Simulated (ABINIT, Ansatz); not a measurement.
# PbO (P4/nmm): G0W0 on several meshes in ABINIT

Wanted: mesh dependence and cost of G0W0 for PbO (P4/nmm).

Main program and level: ABINIT 10.8.3; PBE and many-body steps on it, plane waves.

The database entry behind the starting cell differs from later determinations by our own check (c about 1 % long), so it need not match the best structure at ambient conditions.

### Step 1. Starting point

It takes space group P4/nmm (No. 129, tetragonal). Conventional cell: a = 3.975 Å, b = 3.975 Å, c = 5.023 Å, α = 90.00°, β = 90.00°, γ = 90.00°. Pb has 4 O at 2.32 Å nearest. Nearest to O lie 4 Pb at 2.32 Å. Farther neighbours and most contacts between anions are not listed.

The cell and positions come from the Crystallography Open Database and are kept as given unless a step says otherwise. Spin-orbit coupling is left out unless a step names it.

### Step 2. Empty states on the mesh, 4×4×4 mesh, 290 bands

This step: ABINIT 10.8.3; DFT, PBE, plane waves, norm-conserving pseudopotentials.

The sums over transitions need many empty states on a uniform mesh; this step solves for them.

File run.abi:

```
acell 3*1.0 Angstrom
rprim 
  3.974800000000 0.000000000000 0.000000000000
  0.000000000000 3.974800000000 0.000000000000
  0.000000000000 0.000000000000 5.022700000000
ntypat 2
znucl 82 8
natom 4
typat 1 1 2 2
xred 
  0.000000000000 0.500000000000 0.238514000000
  0.500000000000 0.000000000000 0.761486000000
  0.000000000000 0.000000000000 0.000000000000
  0.500000000000 0.500000000000 0.000000000000
pp_dirpath "pseudos"
pseudos "Pb.upf, O.upf"
ecut 42
ngkpt 4 4 4
nshiftk 1
shiftk 0 0 0
kptopt 1
chksymbreak 0
iscf -2
irdden 1
istwfk *1
nband 290
nbdbuf 26
tolwfr 1e-09
nstep 60
prtvol 0
indata_prefix "in"
outdata_prefix "out"
tmpdata_prefix "tmp"
```

On the command line:

```
$ OMP_NUM_THREADS=1 mpirun -n 8 abinit run.abi > log
```

Numbers of over 12 decimals in the logs are rounded to 6 here.

The program printed:

```text
.Version 10.8.3 of ABINIT. v10.8.2 released Aug 2026.

 Symmetries : space group P4/n m m (#129); Bravais tP (primitive tetrag.)
[... echo of the input left out ...]
== DATASET  1 ==================================================================
-   mpi_nproc: 8, omp_nthreads: 1 (-1 if OMP is not activated)

--- !DatasetInfo
iteration_state: {dtset: 1, }
dimensions: {natom: 4, nkpt: 18, mband: 290, nsppol: 1, nspinor: 1, nspden: 1, mpw: 7000, }
cutoff_energies: {ecut:  42.0, pawecutdg:  -1.0, }
[...]
4.43974    4.47139    4.47635    4.47636    4.47722    4.48786    4.48786    4.52289
   4.52417    4.54214    4.57019    4.57072    4.60682    4.60871    4.61017    4.61725
   4.62065    4.63323
 prteigrs : prtvol=0 or 1, do not print more k-points.

== END DATASET(S) ==============================================================
================================================================================

 -outvars: echo values of variables after computation  --------
            nband         290
             nkpt          18
          spgroup         129
 [... the other variables as echoed above ...]

 Calculation completed.
```

Wall time 3.9 min (8 MPI ranks of Intel Xeon 6975P-C (Granite Rapids), shared host); peak memory 1.4 GiB.

This step gave:

- gap: 1.175 eV
- k of the valence top: 0, 0, 0
- k of the conduction bottom: 0.5, 0.5, 0
- least direct gap: 2.178 eV
- k points computed: 18
- lowest point of the top converged band, above the valence top: 108.1854 eV

On this mesh the gap is 1.175 eV.

The density comes from a self-consistent run that is not shown.

### Step 3. Screening, 4×4×4 mesh, 124 bands, screening to 141.5 eV

The RPA dielectric matrix is built and inverted for each q.

This step: RPA screening on PBE, plane waves, norm-conserving pseudopotentials.

run.abi: that of step 2 with these lines changed.

```diff
@@ -22,10 +22,11 @@
 chksymbreak 0
-iscf -2
-irdden 1
 istwfk *1
-nband 290
-nbdbuf 26
-tolwfr 1e-09
-nstep 60
-prtvol 0
+occopt 1
+irdwfk 1
+optdriver 3
+nband 124
+ecuteps 5.2
+inclvkb 2
+awtr 1
+symchi 1
 indata_prefix "in"
```

The program printed:

```text
.Version 10.8.3 of ABINIT. v10.8.2 released Aug 2026.

 Symmetries : space group P4/n m m (#129); Bravais tP (primitive tetrag.)
[... echo of the input left out ...]
== DATASET  1 ==================================================================
-   mpi_nproc: 8, omp_nthreads: 1 (-1 if OMP is not activated)

--- !DatasetInfo
iteration_state: {dtset: 1, }
dimensions: {natom: 4, nkpt: 18, mband: 124, nsppol: 1, nspinor: 1, nspden: 1, mpw: 7000, }
cutoff_energies: {ecut:  42.0, pawecutdg:  -1.0, }
electrons: {nelect:   5.60000000E+01, charge:   0.00000000E+00, occopt:   1.00000000E+00, tsmear:   1.00000000E-02, }

 SCREENING: Calculation of the susceptibility and dielectric matrices

 Based on a program developped by R.W. Godby, V. Olevano, G. Onida, and L. Reining.
 Incorporated in ABINIT by V. Olevano, G.-M. Rignanese, and M. Torrent.
.Using double precision arithmetic ; gwpc =  8

[... cell and pseudopotentials left out ...]
--------------------------------------------------------------------------------

 ==== K-mesh for the wavefunctions ====
 Number of points in the irreducible wedge :    18
[... list of points left out ...]
 Together with 16 symmetry operations and time-reversal symmetry
 yields    64 points in the full Brillouin Zone.

 ==== Q-mesh for the screening function ====
 Number of points in the irreducible wedge :    18
[... list of points left out ...]
 Together with 16 symmetry operations and time-reversal symmetry
 yields    64 points in the full Brillouin Zone.

 setmesh: FFT mesh size selected  =    30x   30x   40
          total number of points  =        36000

 vcoul_init : cutoff-mode = AUXILIARY_FUNCTION
 q-points for optical limit:   1
     1)      0.000010    0.000020    0.000030

- screening: taking advantage of time-reversal symmetry
- Maximum band index for partially occupied states nbvw = 28
- Remaining bands to be divided among processors   nbcw = 96
- Number of bands treated by each node ~12

 Number of electrons calculated from density =   56.0000; Expected =   56.0000
 average of density, n =  0.104574
 r_s =    1.3167
 omega_plasma =   31.1937 [eV]

 calculating chi0 at frequencies [eV] :
  1    0.000000E+00    0.000000E+00
  2    0.000000E+00    3.119374E+01

--------------------------------------------------------------------------------
  q-point number  1        q = ( 0.000000, 0.000000, 0.000000) [r.l.u.]
--------------------------------------------------------------------------------
[... chi0 elements left out ...]
 For q-point:  0.000010 0.000020 0.000030
  dielectric constant =   6.2388
  dielectric constant without local fields =   7.1126

  Average fulfillment of the sum rule on Im[epsilon] for q-point    1 :     59.94  [%]
[... wings left out ...]
  q-point number  2        q = ( 0.250000, 0.000000, 0.000000) [r.l.u.]
--------------------------------------------------------------------------------
[... chi0 elements left out ...]
  Average fulfillment of the sum rule on Im[epsilon] for q-point    2 :     74.32  [%]

 [... 16 further q-points ...]
```

It took 2.6 min on 8 MPI ranks; peak memory 4.7 GiB; 20 min of CPU time.

This step gave:

* ε∞ with local fields, on this mesh, along the program's q direction: 6.239
* the same without local fields: 7.113
* plasma frequency: 31.19 eV
* plane waves in the screening matrix: 293

Local fields lower ε∞ by 12 %. On a Γ-centred mesh this coarse the value itself is usually too large, while a short band sum pulls it down.

### Step 4. 4×4×4

The self-energy is evaluated for the states that the input lists, and the levels follow from it, in one-shot runs by the linearised quasiparticle equation.

This step: G0W0 on PBE, plane waves, norm-conserving pseudopotentials.

run.abi: that of step 3 with these lines changed.

```diff
@@ -25,8 +25,17 @@
 irdwfk 1
-optdriver 3
+optdriver 4
 nband 124
+gwcalctyp 0
+ecutsigx 42
+symsigma 1
+nkptgw 2
+kptgw 
+  0.0000000000 0.0000000000 0.0000000000
+  0.5000000000 0.5000000000 0.0000000000
+bdgw 
+  26 30
+  27 30
 ecuteps 5.2
-inclvkb 2
-awtr 1
-symchi 1
+irdscr 1
+ppmodel 1
 indata_prefix "in"
```

The program printed:

```text
.Version 10.8.3 of ABINIT. v10.8.2 released Aug 2026.

 Symmetries : space group P4/n m m (#129); Bravais tP (primitive tetrag.)
[... echo of the input left out ...]
== DATASET  1 ==================================================================
-   mpi_nproc: 8, omp_nthreads: 1 (-1 if OMP is not activated)

--- !DatasetInfo
iteration_state: {dtset: 1, }
dimensions: {natom: 4, nkpt: 18, mband: 124, nsppol: 1, nspinor: 1, nspden: 1, mpw: 7000, }
cutoff_energies: {ecut:  42.0, pawecutdg:  -1.0, }
electrons: {nelect:   5.60000000E+01, charge:   0.00000000E+00, occopt:   1.00000000E+00, tsmear:   1.00000000E-02, }

 SIGMA: Calculation of the GW corrections

 Based on a program developped by R.W. Godby, V. Olevano, G. Onida, and L. Reining.
 Incorporated in ABINIT by V. Olevano, G.-M. Rignanese, and M. Torrent.
.Using double precision arithmetic ; gwpc =  8

[... cell and pseudopotentials left out ...]
--------------------------------------------------------------------------------

 ==== K-mesh for the wavefunctions ====
 Number of points in the irreducible wedge :    18
[... list of points left out ...]
 Together with 16 symmetry operations and time-reversal symmetry
 yields    64 points in the full Brillouin Zone.

 ==== Q-mesh for screening function ====
 Number of points in the irreducible wedge :    18
[... list of points left out ...]
 Together with 16 symmetry operations and time-reversal symmetry
 yields    64 points in the full Brillouin Zone.

 vcoul_init : cutoff-mode = AUXILIARY_FUNCTION
 q-points for optical limit:   1
     1)      0.000010    0.000020    0.000030
 setmesh: FFT mesh size selected  =    48x   48x   60
          total number of points  =       138240

 Number of electrons calculated from density =   56.0000; Expected =   56.0000
 average of density, n =  0.104574
 r_s =    1.3167
 omega_plasma =   31.1937 [eV]

 === KS Band Gaps ===
  >>>> For spin  1
   Minimum direct gap =   2.1780 [eV], located at k-point      :   0.5000  0.5000  0.0000
   Fundamental gap    =   1.1750 [eV], Top of valence bands at :   0.0000  0.0000  0.0000
                                       Bottom of conduction at :   0.5000  0.5000  0.0000
 SIGMA fundamental parameters:
 PLASMON POLE MODEL  1
 number of plane-waves for SigmaX                 6951
 number of plane-waves for SigmaC and W            293
 number of plane-waves for wavefunctions          6951
 number of bands                                   124
 number of independent spin polarizations            1
 number of spinorial components                      1
 number of k-points in IBZ                          18
 number of q-points in IBZ                          18
 number of symmetry operations                      16
 number of k-points in BZ                           64
 number of q-points in BZ                           64
 number of frequencies for dSigma/dE                 9
 frequency step for dSigma/dE [eV]                0.25
 number of omega for Sigma on real axis              0
 max omega for Sigma on real axis  [eV]           0.00
 zcut for avoiding poles [eV]                     0.10

 EPSILON^-1 parameters (SCR file):
 dimension of the eps^-1 matrix on file            293
 dimension of the eps^-1 matrix used               293
 number of plane-waves for wavefunctions          6951
 number of bands                                   124
 number of q-points in IBZ                          18
 number of frequencies                               2
 number of real frequencies                          1
 number of imag frequencies                          1

 matrix elements of self-energy operator (all in [eV])

 Perturbative Calculation

--- !SelfEnergy_ee
iteration_state: {dtset: 1, }
kpoint     : [   0.000,    0.000,    0.000, ]
spin       : 1
KS_gap     :    2.429
QP_gap     :    2.889
Delta_QP_KS:    0.460
data: !SigmaeeData |
     Band     E0 <VxcDFT>   SigX SigC(E0)      Z dSigC/dE  Sig(E)    E-E0       E
       26   5.476 -19.646 -24.584   5.041   0.762  -0.312 -19.568   0.078   5.554
       27   5.476 -19.646 -24.584   5.041   0.762  -0.312 -19.568   0.078   5.554
       28   7.092 -18.011 -20.576   2.661   0.792  -0.262 -17.935   0.076   7.168
       29   9.520 -12.393  -8.486  -3.264   0.834  -0.198 -11.857   0.536  10.056
       30  12.659 -11.424  -6.886  -3.835   0.834  -0.199 -10.838   0.586  13.245

--- !SelfEnergy_ee
iteration_state: {dtset: 1, }
kpoint     : [   0.500,    0.500,    0.000, ]
spin       : 1
KS_gap     :    2.178
QP_gap     :    2.154
Delta_QP_KS:   -0.024
data: !SigmaeeData |
     Band     E0 <VxcDFT>   SigX SigC(E0)      Z dSigC/dE  Sig(E)    E-E0       E
       27   6.089 -20.427 -25.192   5.037   0.762  -0.313 -20.219   0.208   6.296
       28   6.089 -20.427 -25.192   5.037   0.762  -0.313 -20.219   0.208   6.296
       29   8.267 -10.108  -6.827  -3.063   0.839  -0.192  -9.925   0.183   8.450
       30   8.267 -10.109  -6.827  -3.063   0.839  -0.192  -9.925   0.183   8.450

== END DATASET(S) ==============================================================
================================================================================

 -outvars: echo values of variables after computation  --------
           etotal      0.0000000000E+00
            nband         124
             nkpt          18
          spgroup         129
 [... the other variables as echoed above ...]

 Calculation completed.
```

Run time: 13 s. Hardware: 8 MPI ranks; peak memory 3.2 GiB; 1.7 min of CPU time.

This step gave:

- G0W0 gap on the points computed: 1.282 eV
- starting gap on the mesh: 1.175 eV
- k of the valence top: 0, 0, 0
- k of the conduction bottom: 0.5, 0.5, 0
- Z at the valence top: 0.792
- Z at the conduction bottom: 0.839
- least direct G0W0 gap on the computed points: 2.154 eV

The gap on the mesh goes from 1.17 eV to 1.28 eV, a correction of +0.11 eV.

### Step 5. Empty states on the mesh, 2×2×2 mesh, 136 bands

This step: DFT, PBE, plane waves, norm-conserving pseudopotentials.

run.abi: that of step 4 with these lines changed.

```diff
@@ -17,3 +17,3 @@
 ecut 42
-ngkpt 4 4 4
+ngkpt 2 2 2
 nshiftk 1
@@ -22,20 +22,10 @@
 chksymbreak 0
+iscf -2
+irdden 1
 istwfk *1
-occopt 1
-irdwfk 1
-optdriver 4
-nband 124
-gwcalctyp 0
-ecutsigx 42
-symsigma 1
-nkptgw 2
-kptgw 
-  0.0000000000 0.0000000000 0.0000000000
-  0.5000000000 0.5000000000 0.0000000000
-bdgw 
-  26 30
-  27 30
-ecuteps 5.2
-irdscr 1
-ppmodel 1
+nband 136
+nbdbuf 12
+tolwfr 1e-09
+nstep 60
+prtvol 0
 indata_prefix "in"
```

The program printed:

```text
.Version 10.8.3 of ABINIT. v10.8.2 released Aug 2026.

 Symmetries : space group P4/n m m (#129); Bravais tP (primitive tetrag.)
[... echo of the input left out ...]
== DATASET  1 ==================================================================
-   mpi_nproc: 8, omp_nthreads: 1 (-1 if OMP is not activated)
-    --> not optimal distribution: autoparal keyword recommended in input file <--

--- !DatasetInfo
iteration_state: {dtset: 1, }
dimensions: {natom: 4, nkpt: 6, mband: 136, nsppol: 1, nspinor: 1, nspden: 1, mpw: 7000, }
cutoff_energies: {ecut:  42.0, pawecutdg:  -1.0, }
[...]
2.33605    2.35955    2.35955    2.37798    2.37798    2.50242    2.50449    2.50450
   2.52060    2.52429    2.53665    2.53672    2.56357    2.56446    2.57747    2.58263
 prteigrs : prtvol=0 or 1, do not print more k-points.

== END DATASET(S) ==============================================================
================================================================================

 -outvars: echo values of variables after computation  --------
            nband         136
             nkpt           6
          spgroup         129
 [... the other variables as echoed above ...]

 Calculation completed.
```

Run time: 33 s. Hardware: 8 MPI ranks; peak memory 0.76 GiB; 4.3 min of CPU time.

This step gave:

- gap: 1.175 eV
- k of the valence top: 0, 0, 0
- k of the conduction bottom: 0.5, 0.5, 0
- least direct gap: 2.178 eV
- k points computed: 6
- lowest point of the top converged band, above the valence top: 57.6166 eV

On this mesh the gap is 1.175 eV.

### Step 6. Screening, 2×2×2 mesh, 124 bands, screening to 141.5 eV

This step: RPA screening on PBE, plane waves, norm-conserving pseudopotentials.

run.abi: that of step 5 with these lines changed.

```diff
@@ -22,10 +22,11 @@
 chksymbreak 0
-iscf -2
-irdden 1
 istwfk *1
-nband 136
-nbdbuf 12
-tolwfr 1e-09
-nstep 60
-prtvol 0
+occopt 1
+irdwfk 1
+optdriver 3
+nband 124
+ecuteps 5.2
+inclvkb 2
+awtr 1
+symchi 1
 indata_prefix "in"
```

The program printed:

```text
.Version 10.8.3 of ABINIT. v10.8.2 released Aug 2026.

 Symmetries : space group P4/n m m (#129); Bravais tP (primitive tetrag.)
[... echo of the input left out ...]
== DATASET  1 ==================================================================
-   mpi_nproc: 8, omp_nthreads: 1 (-1 if OMP is not activated)

--- !DatasetInfo
iteration_state: {dtset: 1, }
dimensions: {natom: 4, nkpt: 6, mband: 124, nsppol: 1, nspinor: 1, nspden: 1, mpw: 7000, }
cutoff_energies: {ecut:  42.0, pawecutdg:  -1.0, }
electrons: {nelect:   5.60000000E+01, charge:   0.00000000E+00, occopt:   1.00000000E+00, tsmear:   1.00000000E-02, }

 SCREENING: Calculation of the susceptibility and dielectric matrices

 Based on a program developped by R.W. Godby, V. Olevano, G. Onida, and L. Reining.
 Incorporated in ABINIT by V. Olevano, G.-M. Rignanese, and M. Torrent.
.Using double precision arithmetic ; gwpc =  8

[... cell and pseudopotentials left out ...]
--------------------------------------------------------------------------------

 ==== K-mesh for the wavefunctions ====
 Number of points in the irreducible wedge :     6
[... list of points left out ...]
 Together with 16 symmetry operations and time-reversal symmetry
 yields     8 points in the full Brillouin Zone.

 ==== Q-mesh for the screening function ====
 Number of points in the irreducible wedge :     6
[... list of points left out ...]
 Together with 16 symmetry operations and time-reversal symmetry
 yields     8 points in the full Brillouin Zone.

 setmesh: FFT mesh size selected  =    30x   30x   40
          total number of points  =        36000

 vcoul_init : cutoff-mode = AUXILIARY_FUNCTION
 q-points for optical limit:   1
     1)      0.000010    0.000020    0.000030

- screening: taking advantage of time-reversal symmetry
- Maximum band index for partially occupied states nbvw = 28
- Remaining bands to be divided among processors   nbcw = 96
- Number of bands treated by each node ~12

 Number of electrons calculated from density =   56.0000; Expected =   56.0000
 average of density, n =  0.104574
 r_s =    1.3167
 omega_plasma =   31.1937 [eV]

 calculating chi0 at frequencies [eV] :
  1    0.000000E+00    0.000000E+00
  2    0.000000E+00    3.119374E+01

--------------------------------------------------------------------------------
  q-point number  1        q = ( 0.000000, 0.000000, 0.000000) [r.l.u.]
--------------------------------------------------------------------------------
[... chi0 elements left out ...]
 For q-point:  0.000010 0.000020 0.000030
  dielectric constant =   7.1401
  dielectric constant without local fields =   8.0745

  Average fulfillment of the sum rule on Im[epsilon] for q-point    1 :     59.99  [%]
[... wings left out ...]
  q-point number  2        q = ( 0.500000, 0.000000, 0.000000) [r.l.u.]
--------------------------------------------------------------------------------
[... chi0 elements left out ...]
  Average fulfillment of the sum rule on Im[epsilon] for q-point    2 :     68.00  [%]

 [... 4 further q-points ...]
```

It took 31 s on 8 MPI ranks; peak memory 2 GiB; 4 min of CPU time.

Numbers from this step:

* ε∞ with local fields, on this mesh, along the program's q direction: 7.140
* the same without local fields: 8.075
* plasma frequency: 31.19 eV
* plane waves in the screening matrix: 293

(Continued in part 2 of 2.)

[Paths, hosts, dates, memory and timing lines, banners, echoed tables and standing remarks are left out of the program output.]

[Logs are printed without paths, hosts, clocks, repeated set-up lines and the standing remarks that a program may print on its own settings, such as how far it seeks lower states.]

[Runs of the session that timed out or met a known fault of the program may be left out.]

[Hosts, paths, dates, database ids (printed as entryN), source tags and the programs' standing remarks are cut or masked in the printed files.]

[G0W0 gaps are taken among the corrected bands and points alone; a level outside them can change the order at an edge.]

[Where Ansatz stands beside ABINIT at settings called matched, ABINIT's density can come from a denser mesh and the files from another edition; pairs whose starting gaps differed by over 0.03 eV were left out, so agreement reads better than it is.]
